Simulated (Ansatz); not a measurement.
**Relaxing a frame of liquid (Cs,Li)Cl from 1500 K (108 atoms)**

Aim: bring a frame of liquid (Cs,Li)Cl from 1500 K (108 atoms) to a nearby minimum of the energy and see what moves.

Calculated with Ansatz 0.2.0; Kohn-Sham DFT, PBE, PAW (set soft_2), plane waves.

**1. The structure**

The cell holds 108 atoms: 37 Cs, 17 Li and 54 Cl. Cell: a = 18.726 Å, b = 18.726 Å, c = 18.726 Å, α = 90.0°, β = 90.0°, γ = 90.0°. 108 atoms (37 Cs, 17 Li, 54 Cl) placed at random at 2.56 g/cm³, melted at 1600 K for 10 ps at fixed volume with the Lennard-Jones and Coulomb ion parameters for SPC/E (Joung and Cheatham, J. Phys. Chem. B 112, 9020 (2008)), full charges. Snapshot at the end of a hold of 15 ps at 1500 K and zero pressure.

Before any run, some limits are plain. The network of bonds at the start is that of the classical potential that made the cell. The ion parameters were fitted for water, not for melts, so the density of this cell may lie well off the real melt's. Only the Γ point is sampled, in a cell whose shortest periodic width is 19 Å. No spin–orbit coupling is included, so levels derived from the heavy atoms are approximate.

**2. Single point at the start**

The forces at the start show how far the geometry lies from a minimum of this functional.

The input, input.yaml:

```yaml
crystal:
  lattice:
    - [18.7257, 0.0, 0.0]
    - [0.0, 18.7257, 0.0]
    - [0.0, 0.0, 18.7257]
  atoms:
    - { symbol: Cs, position: [0.90441, 0.57561, 0.12921] }
    - { symbol: Cs, position: [0.81187, 0.90705, 0.1142] }
    - { symbol: Cs, position: [0.07897, 0.67687, 0.59708] }
    - { symbol: Cs, position: [0.00478, 0.71187, 0.99912] }
    [... 98 atom lines left out ...]
    - { symbol: Cl, position: [0.31678, 0.0747, 0.22764] }
    - { symbol: Cl, position: [0.36127, 0.02692, 0.02122] }
    - { symbol: Cl, position: [0.04416, 0.73225, 0.79971] }
    - { symbol: Cl, position: [0.57077, 0.6629, 0.85445] }
    - { symbol: Cl, position: [0.56228, 0.31565, 0.20035] }
    - { symbol: Cl, position: [0.91614, 0.70777, 0.60448] }
kpoints:
  mp_grid: { grid: [1, 1, 1] }
hamiltonian:
  xc: pbe
scf:
  occupations: { method: fixed }
output:
  forces: true
  stress: true
  populations: true
  dos:
    method: { smearing: { sigma: 0.08 } }
    de: 0.1
    projected: { site_lists: { Cl: [Cl], Cs: [Cs], Li: [Li] } }
  eigenvalues: true
```

Started as:

```sh
ansatz run input.yaml --threads 8 --pin off --max-ram 15872MiB --backend cpu --events-out ev --progress --plain --runs-dir out
```

The job ended after 65 s (8 threads of Arm Neoverse V2, shared host; peak memory 8 GiB).

Numbers from this run:

```
free energy                                      : -271769.0727 eV
free energy per atom                             : -2516.3803 eV/atom
SCF cycles                                       : 7
pressure                                         : 0.08649 GPa
r.m.s. force component                           : 0.4528 eV/Å
longest force                                    : 1.663 eV/Å
Fermi energy                                     : -0.4716 eV
gap (highest filled to lowest empty level) : 2.454 eV
spilling of the projection                       : 0.005721
```

The r.m.s. force component of 0.45 eV/Å and the pressure of 0.086 GPa set the starting point.

Length of the force by element:

| element | coordination | atoms | mean length of the force (eV/Å) | spread | least | most |
| --- | --- | --- | --- | --- | --- | --- |
| Cl | all | 54 | 0.698 | 0.421 | 0.107 | 1.66 |
| Cs | all | 37 | 0.724 | 0.377 | 0.127 | 1.54 |
| Li | all | 17 | 0.531 | 0.253 | 0.164 | 1.08 |

**3. Relaxation**

The atoms are relaxed in the fixed cell, aiming at the force tolerance of the input.

input.yaml, the sections that differ from step 2:

```yaml
output:
  forces: true
relax:
  f_tol: 0.03
  max_steps: 141
# crystal, kpoints, hamiltonian, scf: as in step 2
```

Elapsed: 24 min, on 8 threads; peak memory 7.3 GiB; 3.1 h of CPU time.

Relaxation path (22 of 60):

| step | energy less that of the first step (eV) | largest force component (eV/Å) |
| --- | --- | --- |
| 1 | 0.0000 | 1.6478 |
| 4 | -11.3799 | 0.3463 |
| 7 | -14.7643 | 0.3098 |
| 9 | -15.5783 | 0.2396 |
| 12 | -16.5201 | 0.1193 |
| 15 | -17.3145 | 0.0817 |
| 18 | -17.9484 | 0.0853 |
| 21 | -18.4354 | 0.1806 |
| 23 | -18.6962 | 0.0732 |
| 26 | -18.9981 | 0.0629 |
| 29 | -19.2737 | 0.0540 |
| 32 | -19.4230 | 0.0404 |
| 35 | -19.5269 | 0.0521 |
| 38 | -19.5769 | 0.0322 |
| 40 | -19.6069 | 0.0456 |
| 43 | -19.7106 | 0.1885 |
| 46 | -19.7516 | 0.0267 |
| 49 | -19.7733 | 0.0231 |
| 52 | -19.8016 | 0.0351 |
| 54 | -19.8540 | 0.0348 |
| 57 | -19.9167 | 0.0374 |
| 60 | -19.9444 | 0.0242 |

The atoms that moved most (Å):

| atom | dx | dy | dz | length |
| --- | --- | --- | --- | --- |
| Cl95 | -0.635 | 2.686 | -2.408 | 3.663 |
| Li50 | 1.693 | -2.544 | -1.717 | 3.505 |
| Cs13 | 1.430 | 0.819 | 2.814 | 3.261 |
| Cl72 | -0.861 | -1.083 | 2.817 | 3.138 |
| Cs28 | -0.237 | 2.253 | -2.015 | 3.032 |
| Cl56 | 0.491 | 1.170 | 2.564 | 2.860 |
| Cl108 | 1.837 | -1.215 | -1.438 | 2.630 |
| Cl69 | -1.477 | -1.536 | 1.539 | 2.629 |

The relaxation changed the energy by -185 meV/atom, and atoms moved by 1.6 Å r.m.s., 3.7 Å at most.

**4. Local order after relaxation**

Bonds before and after, by the cutoffs listed below:

| pair | bonds before | bonds after | mean before (Å) | mean after (Å) | spread before (Å) | spread after (Å) |
| --- | --- | --- | --- | --- | --- | --- |
| Cl-Cs | 138 | 170 | 3.432 | 3.532 | 0.355 | 0.172 |
| Cl-Li | 53 | 57 | 2.544 | 2.360 | 0.200 | 0.092 |

Density 1.76 g/cm³, 60.80 Å³ an atom.

Pair distribution functions g(r), in bins of 0.2 Å:

| r (Å) | total | Cl-Cl | Cl-Cs | Cl-Li | Cs-Cs | Cs-Li | Li-Li |
| --- | --- | --- | --- | --- | --- | --- | --- |
| 2.10 | 0.19 | 0.00 | 0.00 | 1.21 | 0.00 | 0.00 | 0.00 |
| 2.30 | 2.78 | 0.00 | 0.00 | 17.65 | 0.00 | 0.00 | 0.00 |
| 2.50 | 1.58 | 0.00 | 0.00 | 9.99 | 0.00 | 0.00 | 0.00 |
| 2.70 | 0.06 | 0.00 | 0.00 | 0.40 | 0.00 | 0.00 | 0.00 |
| 2.90 | 0.10 | 0.00 | 0.00 | 0.00 | 0.00 | 0.00 | 4.16 |
| 3.10 | 0.10 | 0.00 | 0.00 | 0.00 | 0.00 | 0.00 | 3.89 |
| 3.30 | 1.48 | 0.00 | 4.32 | 0.00 | 0.00 | 0.00 | 0.00 |
| 3.50 | 3.21 | 0.14 | 9.25 | 0.00 | 0.00 | 0.00 | 0.00 |
| 3.70 | 1.70 | 1.17 | 3.26 | 0.00 | 0.00 | 0.90 | 7.78 |
| 3.90 | 1.38 | 3.16 | 0.79 | 0.36 | 0.00 | 1.65 | 3.58 |
| 4.10 | 1.16 | 2.47 | 0.24 | 0.34 | 0.00 | 2.73 | 4.28 |
| 4.30 | 0.66 | 0.88 | 0.07 | 0.62 | 0.41 | 2.02 | 1.94 |
| 4.50 | 1.06 | 1.60 | 0.26 | 0.98 | 1.12 | 1.66 | 4.42 |
| 4.70 | 0.73 | 1.07 | 0.06 | 0.65 | 1.54 | 1.32 | 0.81 |
| 4.90 | 1.01 | 0.83 | 0.33 | 1.18 | 3.04 | 1.23 | 0.73 |
| 5.10 | 0.90 | 0.76 | 0.30 | 1.44 | 2.08 | 1.27 | 0.00 |
| 5.30 | 0.90 | 0.96 | 0.37 | 1.43 | 0.68 | 1.62 | 1.95 |
| 5.50 | 1.17 | 1.07 | 0.61 | 1.41 | 2.52 | 1.37 | 1.19 |
| 5.70 | 1.11 | 1.16 | 0.56 | 1.68 | 1.64 | 1.03 | 2.78 |
| 5.90 | 1.21 | 1.65 | 0.90 | 1.31 | 1.54 | 0.72 | 1.04 |
| 6.10 | 1.07 | 0.96 | 0.64 | 2.15 | 1.23 | 1.01 | 0.96 |
| 6.30 | 1.08 | 1.40 | 0.99 | 1.57 | 0.87 | 0.20 | 0.45 |
| 6.50 | 1.02 | 1.27 | 1.24 | 0.74 | 1.00 | 0.20 | 0.85 |
| 6.70 | 1.06 | 0.83 | 1.43 | 1.01 | 0.95 | 0.65 | 1.22 |
| 6.90 | 1.05 | 1.09 | 1.32 | 0.84 | 0.96 | 0.26 | 2.27 |
| 7.10 | 1.07 | 1.15 | 1.34 | 0.96 | 0.76 | 0.49 | 1.08 |
| 7.30 | 1.05 | 0.94 | 1.35 | 1.06 | 0.51 | 0.78 | 1.69 |
| 7.50 | 1.02 | 0.89 | 1.16 | 1.06 | 0.61 | 1.11 | 1.59 |

Bonds by pair of elements; cutoffs follow the first minimum of g(r), held within bounds set by covalent radii, and pairs that aren't listed don't count as bonded:

| pair A-B | cutoff (Å) | bonds | mean length (Å) | spread (Å) | shortest (Å) | B about A | A about B |
| --- | --- | --- | --- | --- | --- | --- | --- |
| Cl-Cs | 4.33 | 170 | 3.53 | 0.172 | 3.23 | 3.15 | 4.59 |
| Cl-Li | 3.02 | 57 | 2.36 | 0.092 | 2.16 | 1.06 | 3.35 |

How many atoms have how many bonded neighbours:

| element | mean | 2 | 3 | 4 | 5 | 6 |
| --- | --- | --- | --- | --- | --- | --- |
| Cl | 4.20 | 0 | 7 | 30 | 16 | 1 |
| Cs | 4.59 | 0 | 2 | 15 | 16 | 4 |
| Li | 3.35 | 1 | 9 | 7 | 0 | 0 |

Bond angles (no mean is given where the spread exceeds 20°):

| angle | count | mean (°) | spread (°) |
| --- | --- | --- | --- |
| Cl-Cs-Cl | 316 | - | - |
| Cs-Cl-Cs | 217 | - | - |
| Cs-Cl-Li | 130 | - | - |
| Cl-Li-Cl | 70 | 114 | 11.7 |
| Li-Cl-Li | 29 | - | - |

Bond length by coordination (bonds to H left out):

| element | coordination | atoms | mean bond length (Å) |
| --- | --- | --- | --- |
| Cl | 3 | 7 | 3.06 |
| Cl | 4 | 30 | 3.23 |
| Cl | 5 | 16 | 3.27 |
| Cl | 6 | 1 | 3.58 |
| Cs | 3 | 2 | 3.38 |
| Cs | 4 | 15 | 3.45 |
| Cs | 5 | 16 | 3.57 |
| Cs | 6 | 4 | 3.65 |
| Li | 2 | 1 | 2.17 |
| Li | 3 | 9 | 2.30 |
| Li | 4 | 7 | 2.43 |

First main peaks of g(r), for some of the pairs, lie near 4.0 Å (Cl-Cl), 3.4 Å (Cl-Cs), 2.3 Å (Cl-Li), 4.9 Å (Cs-Cs) and 4.1 Å (Cs-Li). With the cutoffs above, 56 % of Cl atoms have 4, 43 % of Cs atoms have 5 and 53 % of Li atoms have 3 bonded neighbours.

**5. Single point at the relaxed geometry**

The electronic structure is read at the final geometry, in a run of its own.

The input, input.yaml:

```yaml
crystal:
  lattice:
    - [18.7257, 0.0, 0.0]
    - [0.0, 18.7257, 0.0]
    - [0.0, 0.0, 18.7257]
  atoms:
    - { symbol: Cs, position: [0.8825, 0.57479, 0.14067] }
    - { symbol: Cs, position: [0.82345, 0.83772, 0.13803] }
    - { symbol: Cs, position: [0.14236, 0.63052, 0.65603] }
    - { symbol: Cs, position: [0.98623, 0.66146, 0.87275] }
    [... 98 atom lines left out ...]
    - { symbol: Cl, position: [0.31549, 0.05771, 0.1738] }
    - { symbol: Cl, position: [0.39465, 0.04161, 0.9835] }
    - { symbol: Cl, position: [0.06376, 0.7698, 0.74214] }
    - { symbol: Cl, position: [0.58836, 0.69085, 0.81965] }
    - { symbol: Cl, position: [0.48572, 0.32443, 0.21179] }
    - { symbol: Cl, position: [0.01422, 0.6429, 0.52768] }
kpoints:
  mp_grid: { grid: [1, 1, 1] }
hamiltonian:
  xc: pbe
scf:
  occupations: { method: fixed }
output:
  forces: true
  stress: true
  populations: true
  dos:
    method: { smearing: { sigma: 0.08 } }
    de: 0.1
    projected: { site_lists: { Cl: [Cl], Cs: [Cs], Li: [Li] } }
  eigenvalues: true
  write_density: true
  write_potential: true
  volumetric_format: npy
```

Wall time 65 s (8 threads); peak memory 8 GiB; 8.4 min of CPU time.

The program notes that the exchange-correlation potential is rough where the density is thin.

Numbers from this run:

- free energy: -271789.0171 eV
- free energy per atom: -2516.5650 eV/atom
- SCF cycles: 7
- pressure: -0.3056 GPa
- r.m.s. force component: 0.00659 eV/Å
- longest force: 0.02892 eV/Å
- Fermi energy: -1.294 eV
- gap (highest filled to lowest empty level): 3.776 eV
- spilling of the projection: 0.004962

Löwdin charges by element and coordination (they lack the spilled electrons, 0.035 e an atom on average):

| element | coordination | atoms | mean charge (e) | spread | least | most |
| --- | --- | --- | --- | --- | --- | --- |
| Cl | all | 54 | -0.740 | 0.0324 | -0.800 | -0.670 |
| Cl | 3 | 7 | -0.763 | 0.022 | -0.800 | -0.728 |
| Cl | 4 | 30 | -0.745 | 0.0334 | -0.780 | -0.674 |
| Cl | 5 | 16 | -0.722 | 0.0255 | -0.758 | -0.670 |
| Cl | 6 | 1 | -0.750 | 0 | -0.750 | -0.750 |
| Cs | all | 37 | 0.855 | 0.0145 | 0.821 | 0.888 |
| Cs | 3 | 2 | 0.883 | 0.0016 | 0.882 | 0.885 |
| Cs | 4 | 15 | 0.861 | 0.0093 | 0.851 | 0.888 |
| Cs | 5 | 16 | 0.850 | 0.0101 | 0.833 | 0.869 |
| Cs | 6 | 4 | 0.833 | 0.0087 | 0.821 | 0.842 |
| Li | all | 17 | 0.714 | 0.0232 | 0.685 | 0.774 |
| Li | 2 | 1 | 0.774 | 0 | 0.774 | 0.774 |
| Li | 3 | 9 | 0.723 | 0.0122 | 0.706 | 0.742 |
| Li | 4 | 7 | 0.693 | 0.0074 | 0.685 | 0.704 |

States in the cell by windows of 1 eV, zero at the Fermi level; the larger projections on atomic orbitals stand beside the total:

| from (eV) | to (eV) | total | Cl p | Cs p | Cs s | Cl s |
| --- | --- | --- | --- | --- | --- | --- |
| -14 | -13 | 14.8 | 0.0 | 0.0 | 0.1 | 13.7 |
| -13 | -12 | 87.8 | 0.0 | 0.5 | 2.0 | 83.8 |
| -12 | -11 | 5.4 | 0.0 | 0.1 | 0.1 | 5.2 |
| -11 | -8 | 0.0 | 0.0 | 0.0 | 0.0 | 0.0 |
| -8 | -7 | 27.6 | 0.3 | 27.2 | 0.1 | 0.1 |
| -7 | -6 | 194.4 | 2.5 | 190.7 | 0.4 | 0.7 |
| -6 | -3 | 0.0 | 0.0 | 0.0 | 0.0 | 0.0 |
| -3 | -2 | 14.3 | 13.1 | 0.1 | 0.1 | 0.1 |
| -2 | -1 | 110.3 | 105.0 | 0.7 | 1.6 | 0.2 |
| -1 | 0 | 198.1 | 191.7 | 2.1 | 2.0 | 0.1 |
| 0 | 1 | 1.3 | 1.3 | 0.0 | 0.0 | 0.0 |
| 1 | 3 | 0.0 | 0.0 | 0.0 | 0.0 | 0.0 |
| 3 | 4 | 2.0 | 0.0 | 0.0 | 1.6 | 0.2 |
| 4 | 5 | 29.4 | 0.9 | 0.2 | 19.7 | 1.1 |

The curve was stored every 0.10 eV, coarse against its broadening of 0.08 eV, so these counts are rough.

With fixed occupations the program's Fermi level is the highest filled level; weight inside the gap is the broadening of levels at its edges.

Between -26 and -14 eV lie 74 more states.

The stored curve holds about 728 of the 762 electrons; the rest, give or take the few that broadening carries across the Fermi level, lie in deeper levels below its range.

The levels nearest the highest filled one (over half full), pooled over k-points and spins:

| level less the highest filled one (eV) | occupation |
| --- | --- |
| -0.182 | 2 |
| -0.161 | 2 |
| -0.115 | 2 |
| -0.104 | 2 |
| -0.0787 | 2 |
| 0 | 2 |
| 3.78 | 0 |
| 4.23 | 0 |
| 4.30 | 0 |
| 4.35 | 0 |
| 4.43 | 0 |
| 4.50 | 0 |

Mean Löwdin charges: Cl -0.74, Cs +0.85, Li +0.71 e (they miss 0.50 % of the electrons, so they add up to more than the cell's charge). The largest share in the top eV of filled states is Cl p (98 % of the projected weight), and in the lowest eV of empty states Cs s (85 % of the projected weight).

1 further run on a deliberately doubtful input is not shown.

**6. What came out**

| Quantity | Value |
| --- | --- |
| energy change in the relaxation | -184.7 meV/atom |
| r.m.s. displacement | 1.594 Å |
| largest displacement | 3.663 Å |
| free energy per atom | -2516.5650 eV/atom |
| pressure | -0.3056 GPa |
| r.m.s. force component | 0.00659 eV/Å |
| gap (highest filled to lowest empty level) | 3.776 eV |
| wall time of the 3 DFT runs | 26 min |

In words: Relaxation lowers the energy by 185 meV/atom and moves atoms by 1.6 Å r.m.s.; the r.m.s. force component goes from 0.45 to 0.0066 eV/Å, the pressure goes from 0.086 to -0.31 GPa, and the gap from 2.45 to 3.78 eV. By the final cutoffs 17 of 191 bonded pairs parted and 53 joined. First to last step the energy falls by 19.944 eV; the largest move, 3.66 Å, is that of Cl95. The Cl-Li bonds change most in mean length: from 2.544 Å (spread 0.200) to 2.360 Å (spread 0.092), and their number from 53 to 57. With the cutoffs above, 56 % of Cl atoms have 4, 43 % of Cs atoms have 5 and 53 % of Li atoms have 3 bonded neighbours. The highest filled and lowest empty levels differ by 3.78 eV (at Γ alone); a semilocal functional tends to put such gaps too low. In a disordered cell it changes from sample to sample and from frame to frame.

What to keep in mind: The network of bonds at the start is that of the classical potential that made the cell; in DFT 17 of its 191 bonded pairs passed out of the cutoffs and 53 came within them.

[Logs are printed without paths, hosts, clocks, repeated set-up lines and the standing remarks that a program may print on its own settings, such as how far it seeks lower states.]

[Hosts, paths, dates, database ids (printed as entryN), source tags and the programs' standing remarks are cut or masked in the printed files.]
